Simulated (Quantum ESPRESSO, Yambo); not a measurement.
Planning a run of Yambo 5.3.0 on WS2 (Tungstenite). The input:

```
optics
bss
bse
em1s
dipoles
rim_cut
RandQpts= 1000000
RandGvec= 1 RL
Chimod= "HARTREE"
BSKmod= "SEX"
BSEmod= "resonant"
BSSmod= "h"
BSENGexx= 20 Ry
BSENGBlk= 4 Ry
% BSEQptR
 1 | 1 |
%
% BSEBands
 21 | 30 |
%
% BEnRange
 0 | 8 | eV
%
% BDmRange
 0.1 | 0.1 | eV
%
BEnSteps= 161
% BLongDir
 1 | 0 | 0 |
%
% BndsRnXs
 9 | 50 |
%
NGsBlkXs= 4 Ry
% LongDrXs
 1 | 1 | 1 |
%
% KfnQP_E
 0.746 | 1.0 | 1.0 |
%
BSHayTrs= -0.02
FFTGvecs= 30 Ry
```

```sh
OMP_NUM_THREADS=2 mpirun -n 2 yambo -F bse17.in -J bse17,bse15_W -C bse17 > bse17.log
```

The stored states that it reads are on a 15×15×4 mesh. It takes space group P6_3/mmc (No. 194, hexagonal). The conventional cell has a = 3.153 Å, b = 3.153 Å, c = 12.323 Å, α = 90.00°, β = 90.00°, γ = 120.00°. Nearest to W lie 6 S at 2.40 Å. Nearest to S lie 3 W at 2.40 Å. Farther neighbours and most contacts between anions are not listed.

**Question.** How long will it take on 2 MPI ranks of Arm Neoverse V2, shared host, and how much memory?

It took 13 min; on shared hardware allow 6.6 min to 26 min. Peak host memory was 5.1 GiB.

The kernel grows as the square of the matrix size, and full diagonalisation as its cube.

[Paths, hosts, dates, memory and timing lines, banners, echoed tables and standing remarks are left out of the program output.]

[Logs are printed without paths, hosts, clocks, repeated set-up lines and the standing remarks that a program may print on its own settings, such as how far it seeks lower states.]

[Runs of the session that timed out or met a known fault of the program may be left out.]

[Hosts, paths, dates, database ids (printed as entryN), source tags and the programs' standing remarks are cut or masked in the printed files.]
